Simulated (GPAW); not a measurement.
# Dielectric function and optical constants of Ta

Aim: the dielectric function of Ta, and the optical constants that follow from it.

Method: DFT, LDA, plane-wave PAW (GPAW data sets), scalar-relativistic, RPA, optical limit, in GPAW 26.7.0.

### Step 1. The starting structure

The structure is cubic, space group Im-3m (No. 229). The conventional cell has a = 3.303 Å, b = 3.303 Å, c = 3.303 Å, α = 90.00°, β = 90.00°, γ = 90.00°. Nearest to Ta lie 8 Ta at 2.86 Å.

Structure file:

```xyz
1
Lattice="-1.6513 1.6513 1.6513 1.6513 -1.6513 1.6513 1.6513 1.6513 -1.6513" Properties=species:S:1:pos:R:3 pbc="T T T"
Ta    0.0000    0.0000    0.0000
```

### Step 2. Bands for the response

At the fixed density, many empty bands are solved on the mesh of the response, since the spectrum sums over them.

This step: DFT, LDA, plane-wave PAW (GPAW data sets), scalar-relativistic, bands at fixed density (GPAW 26.7.0).

The input, nscf.py:

```python
from ase.dft.bandgap import bandgap
from gpaw import GPAW, FermiDirac

calc = GPAW('gs.gpw').fixed_density(kpts={'size': (15, 15, 15), 'gamma': True}, nbands=30, convergence={'bands': 24},
                                    occupations=FermiDirac(0.05), txt='nscf.txt')
print('gap (eV)', bandgap(calc, output=None)[0])
print('direct gap (eV)', bandgap(calc, direct=True, output=None)[0])
print('top band over the Fermi level (eV)', min(calc.get_eigenvalues(kpt=k)[23] for k in range(len(calc.get_ibz_k_points()))) - calc.get_fermi_level())
calc.write('full.gpw', mode='all')
```

Launch:

```bash
$ OMP_NUM_THREADS=1 python nscf.py
```

Numbers of over 12 decimals in the logs are rounded to 6 here.

Output:

```text
Diagonalizing LCAO Hamiltonian
Converting LCAO to pw mode
convergence criteria:
- Maximum integral of absolute [eigenst]ate change: 4e-08 eV^2 / valence electron
maximum number of iterations: 150

SCF iterations
|iter     |      energy | eigst |  dens |
|iter:   1||             | +3.32 |       |
|iter:   2||             | +1.14 |       |
|iter:   3||             | -1.24 |       |
|iter:   4||             | -3.08 |       |
|iter:   5||             | -5.11 |       |
|iter:   6||             | -6.58 |       |
|iter:   7||             | -7.81c|       |
SCF steps: 7
  __  _  _
 | _ |_)|_||  |
 |__||  | ||/\| - 26.7.0

Versions:
  Python: 3.12.14
  ASE:    3.29.0
  Numpy:  2.5.5
  Scipy:  1.18.1
  Libxc:  7.0.0

Input parameters:
  mode=PW(ecut=500.0),
  convergence={'bands': 24},
  gpts=array([15, 15, 15]),
  kpts=MonkhorstPack(size=(15, 15, 15), gamma=True),
  maxiter=150,
  nbands=30,
  occupations=Occupations(name='fermi-dirac', width=0.05, fixmagmom=False),
  parallel={},
  xc=XC(name='LDA')

--- standard output ---
gap (eV) 0.0
direct gap (eV) 0.0
top band over the Fermi level (eV) 42.355575
```

Elapsed: 21 s, on 1 thread of Arm Neoverse V1, shared host; peak memory 0.16 GiB.

### Step 3. Dielectric function, RPA

Local fields let the induced charge screen the field inside the cell, which as a rule lowers ε, most along directions where the density is uneven.

This step: DFT, LDA, plane-wave PAW (GPAW data sets), scalar-relativistic, RPA, optical limit (GPAW 26.7.0).

The input, df.py:

```python
from gpaw.response.df import DielectricFunction

df = DielectricFunction('full.gpw', frequencies={'type': 'nonlinear', 'domega0': 0.03, 'omega2': 8},
                        ecut=50,
                        eta=0.15,
                        nbands=24,
                        rate=0.05,
                        txt='df.txt')
for direction in ['x']:
    df.get_dielectric_function(xc='RPA', direction=direction, filename=f'df_{direction}.csv')
```

Launch:

```bash
$ OMP_NUM_THREADS=1 python df.py
```

Output:

```text
Using integrator: PointIntegrator
NonLinearFrequencyDescriptor(from 0.000 to 119.164 eV, 555 points)
Nonperiodic BCs:  [False False False]
Using integrator: PointIntegrator
NonLinearFrequencyDescriptor(from 0.000 to 119.164 eV, 555 points)
Nonperiodic BCs:  [False False False]
Using integrator: PointIntegrator

Calculating chi0 body with:
    Ground state adapter containing:
    Number of spins: 1
    Number of kpoints: 3375
    Number of irreducible kpoints: 120
    Number of completely occupied states: 5
    Number of partially occupied states: 8

    Linear response parametrization:
    q_c: [0.0, 0.0, 0.0]
    Number of frequency points: 555
    Planewave cutoff: 50.0
    Number of bands: 24
    Number of planewaves: 13
    Broadening (eta): 0.15

Integrating chi0 body.

Symmetries of q_c:
    Direct symmetries (Uq -> q): 48
    Indirect symmetries (TUq -> q): 0
In total 48 allowed symmetries.

120 groups of equivalent kpoints. 96.444444% reduction.

Integral kind: spectral function

Calculating chi0 optical extensions with:
    Ground state adapter containing:
    Number of spins: 1
    Number of kpoints: 3375
    Number of irreducible kpoints: 120
    Number of completely occupied states: 5
    Number of partially occupied states: 8

    Linear response parametrization:
    Number of frequency points: 555
    Planewave cutoff: 50.0
    Number of bands: 24
    Number of planewaves: 13
    Broadening (eta): 0.15
Integrating chi0 head and wings.

Symmetries of q_c:
    Direct symmetries (Uq -> q): 48
    Indirect symmetries (TUq -> q): 0
In total 48 allowed symmetries.

120 groups of equivalent kpoints. 96.444444% reduction.

Integral kind: spectral function wings

Calculating drude chi0 with:
    Number of frequency points:555
    Plasma frequency decay rate: 0.05 eV

    Ground state adapter containing:
    Number of spins: 1
    Number of kpoints: 3375
    Number of irreducible kpoints: 120
    Number of completely occupied states: 5
    Number of partially occupied states: 8

Symmetries of q_c:
    Direct symmetries (Uq -> q): 48
    Indirect symmetries (TUq -> q): 0
In total 48 allowed symmetries.

120 groups of equivalent kpoints. 96.444444% reduction.

Integral kind: intraband
Plasma frequency:
[[7.94-0.j 0.  +0.j 0.  +0.j]
 [0.  +0.j 7.94-0.j 0.  -0.j]
 [0.  +0.j 0.  -0.j 7.94-0.j]]
```

The job ended after 6.3 s (1 thread; peak memory 0.19 GiB).

Some rows of df_x.csv (energy; Re and Im without local fields; Re and Im with them):

```text
0.000000, 25264.264386, -0.000000, 25264.230540, -0.000000
0.460735, -272.004485, 65.412565, -272.038321, 65.414898
0.943989, -53.519156, 9.662231, -53.553398, 9.665369
1.451455, -13.180705, 8.722579, -13.215355, 8.731301
1.984998, -0.701406, 7.733822, -0.745593, 7.747103
2.546682, 4.977903, 10.964484, 4.940406, 10.961892
3.138794, 5.455300, 14.348967, 5.421475, 14.354625
3.763875, 2.650743, 12.698758, 2.627874, 12.697814
4.424758, 3.994660, 11.034041, 3.991373, 11.028930
5.124608, -1.593113, 20.626459, -1.516909, 20.685513
5.866977, -7.267556, 9.655017, -7.331741, 9.744019
6.655862, -5.289192, 4.301092, -5.371344, 4.343390
7.495775, -2.298580, 3.826260, -2.352718, 3.872459
8.391833, -0.926884, 4.188116, -0.971540, 4.258519
9.349861, -1.610997, 4.124412, -1.684811, 4.207720
10.376517, -1.300050, 2.745538, -1.397675, 2.824691
11.479449, -1.293715, 1.848263, -1.447281, 1.907829
12.667487, -0.984146, 1.606138, -1.163386, 1.640589
13.950874, -0.498964, 1.596133, -0.751738, 1.547039
```

The Im ε, E ∥ x has structure finer than the step of the table below, so its rows give means over 0.5 eV, whole bins alone (the curve runs from 0.305 to 14.0 eV). Peaks (eV: height): 3.22: 15.5, 5.08: 20.8.

Sum at mesh points, not converged in k. Table of Im ε, E ∥ x by photon energy; means over each step:

```
photon energy (eV)  Im ε, E ∥ x
               1.0         9.85
               1.5         8.47
               2.0         8.31
               2.5         11.2
               3.0         13.5
               3.5         12.9
               4.0         12.0
               4.5         12.2
               5.0         19.5
               5.5         14.9
               6.0         9.07
               6.5         5.47
               7.0         3.93
               7.5         3.66
               8.0         3.22
               8.5         4.24
               9.0         4.21
               9.5         4.17
              10.0         2.76
              10.5         2.82
              11.0         2.77
              11.5         1.99
              12.0         2.32
              12.5         1.70
              13.0         1.67
              13.5         1.61
```

Values under 1 per cm are given as 1; sum at mesh points, not converged in k. Table of absorption coefficient, E ∥ x by photon energy:

photon energy (eV), log10 absorption coefficient, E ∥ x (1/cm) and a bar from the least value:
```
    0.492        5.9 ############
    1.010        5.8 ##########
    1.486        5.7 ######
    1.985        5.6 
    2.508        5.7 ###
    3.018        5.8 ########
    3.510        5.9 ############
    3.980        5.9 ##############
    4.516        5.9 ##############
    4.981        6.2 #########################
    5.515        6.3 ##############################
    6.021        6.3 #############################
    6.494        6.3 #############################
    6.985        6.2 ##########################
    7.496        6.1 ########################
    8.026        6.1 #####################
    8.516        6.2 #########################
    9.023        6.2 ###########################
    9.483        6.2 ############################
   10.026        6.2 ###########################
   10.519        6.2 ###########################
   11.029        6.3 #############################
   11.479        6.2 ##########################
   12.023        6.2 ############################
   12.504        6.2 ###########################
   13.000        6.2 ##########################
   13.512        6.2 ##########################
```

The reflectivity at normal incidence, E ∥ x has structure finer than the step of the table below, so its rows give means over 0.5 eV, whole bins alone (the curve runs from 0.305 to 14.0 eV). Peaks (eV: height): 3.30: 46.6, 6.49: 66.6, 9.89: 52.9, 11.33: 47.8, 12.34: 46.5.

Sum at mesh points, not converged in k. The reflectivity at normal incidence, E ∥ x by photon energy; means over each step:

```
photon energy (eV)  reflectivity at normal incidence, E ∥ x (%)
               1.0                                         94.0
               1.5                                         72.8
               2.0                                         42.5
               2.5                                         38.7
               3.0                                         42.6
               3.5                                         43.3
               4.0                                         41.6
               4.5                                         40.4
               5.0                                         52.3
               5.5                                         61.4
               6.0                                         62.5
               6.5                                         64.7
               7.0                                         58.2
               7.5                                         47.7
               8.0                                         40.0
               8.5                                         35.9
               9.0                                         39.4
               9.5                                         41.8
              10.0                                         48.2
              10.5                                         38.3
              11.0                                         43.0
              11.5                                         42.2
              12.0                                         37.8
              12.5                                         42.6
              13.0                                         35.7
              13.5                                         34.0
```

The Im ε, E ∥ x has structure finer than the step of the table below, so its rows give means over 0.5 eV, whole bins alone (the curve runs from 0.305 to 14.0 eV). Peaks (eV: height): without local fields 3.22: 15.5, 5.08: 20.7; with local fields 3.22: 15.5, 5.08: 20.8.

Sum at mesh points, not converged in k. The Im ε, E ∥ x by photon energy; means over each step:

```csv
photon energy (eV),without local fields,with local fields
1.0,9.84,9.85
1.5,8.46,8.47
2.0,8.30,8.31
2.5,11.2,11.2
3.0,13.5,13.5
3.5,12.9,12.9
4.0,12.0,12.0
4.5,12.2,12.2
5.0,19.5,19.5
5.5,14.8,14.9
6.0,8.98,9.07
6.5,5.41,5.47
7.0,3.89,3.93
7.5,3.61,3.66
8.0,3.17,3.22
8.5,4.16,4.24
9.0,4.14,4.21
9.5,4.07,4.17
10.0,2.70,2.76
10.5,2.74,2.82
11.0,2.70,2.77
11.5,1.93,1.99
12.0,2.26,2.32
12.5,1.65,1.70
13.0,1.63,1.67
13.5,1.58,1.61
```

The loss function −Im 1/ε at q → 0, E ∥ x has structure finer than the step of the table below, so its rows give means over 0.5 eV, whole bins alone (the curve runs from 0.305 to 14.0 eV). Peaks (eV: height): 1.99: 0.128, 8.09: 0.291, 11.79: 0.395.

Sum at mesh points, not converged in k. The loss function −Im 1/ε at q → 0, E ∥ x by energy loss; means over each step:

```
energy loss (eV)  loss function −Im 1/ε at q → 0, E ∥ x
             1.0                                0.00514
             1.5                                 0.0441
             2.0                                  0.110
             2.5                                 0.0775
             3.0                                 0.0668
             3.5                                 0.0754
             4.0                                 0.0789
             4.5                                 0.0712
             5.0                                 0.0492
             5.5                                 0.0529
             6.0                                 0.0663
             6.5                                 0.0789
             7.0                                  0.122
             7.5                                  0.182
             8.0                                  0.244
             8.5                                  0.220
             9.0                                  0.206
             9.5                                  0.196
            10.0                                  0.219
            10.5                                  0.282
            11.0                                  0.250
            11.5                                  0.325
            12.0                                  0.329
            12.5                                  0.363
            13.0                                  0.449
            13.5                                  0.485
```

Optical constants at common wavelengths, from n + ik = √ε:

| wavelength (nm) | n | k | R (%) | 1/α |
| --- | --- | --- | --- | --- |
| 1550 | 0.78 | 9.080 | 96.4 | 14 nm |
| 633 | 1.81 | 2.141 | 42.0 | 24 nm |
| 450 | 3.10 | 2.175 | 42.5 | 16 nm |
| 405 | 3.10 | 2.070 | 41.2 | 16 nm |
| 365 | 2.69 | 2.436 | 45.0 | 12 nm |
| 308 | 2.77 | 2.138 | 41.0 | 11 nm |
| 248 | 3.36 | 3.050 | 52.5 | 6.5 nm |

In reflection the computed colour is faintly violet: x = 0.309, y = 0.315, luminous reflectivity 37 %.

### Step 4. Outcome

At this level (LDA, RPA) Ta is a metal. The mesh is too coarse to trust the carriers' weight, the reflectivity or the colour to better than tens of per cent. In reflection the computed colour is faintly violet: x = 0.309, y = 0.315, luminous reflectivity 37 %. The carriers' damping of 0.05 eV is typed, not computed; it shapes the response at the lowest energies. Spin-orbit coupling is left out although heavy atoms are present. In this version of GPAW the matrix elements of the optical limit are incomplete, which can lower ε − 1 by up to a tenth where first-row anions or d states rule, and shift it by more in d metals. GPAW's carrier term has the form −ωp²/(ω + i·rate)², which damps like twice the rate and fails at low energy, so the curves leave the lowest energies out. The sum runs over mesh points 0.18 Å⁻¹ apart with no interpolation, so peaks are partly noise of the mesh, and the Drude plasma energy, a sum over the Fermi surface, isn't converged.

[Machine, clock and banner lines and Python warnings are left out of the logs.]

[Logs are printed without paths, hosts, clocks, repeated set-up lines and the standing remarks that a program may print on its own settings, such as how far it seeks lower states.]

[Hosts, paths, dates, database ids (printed as entryN), source tags and the programs' standing remarks are cut or masked in the printed files.]
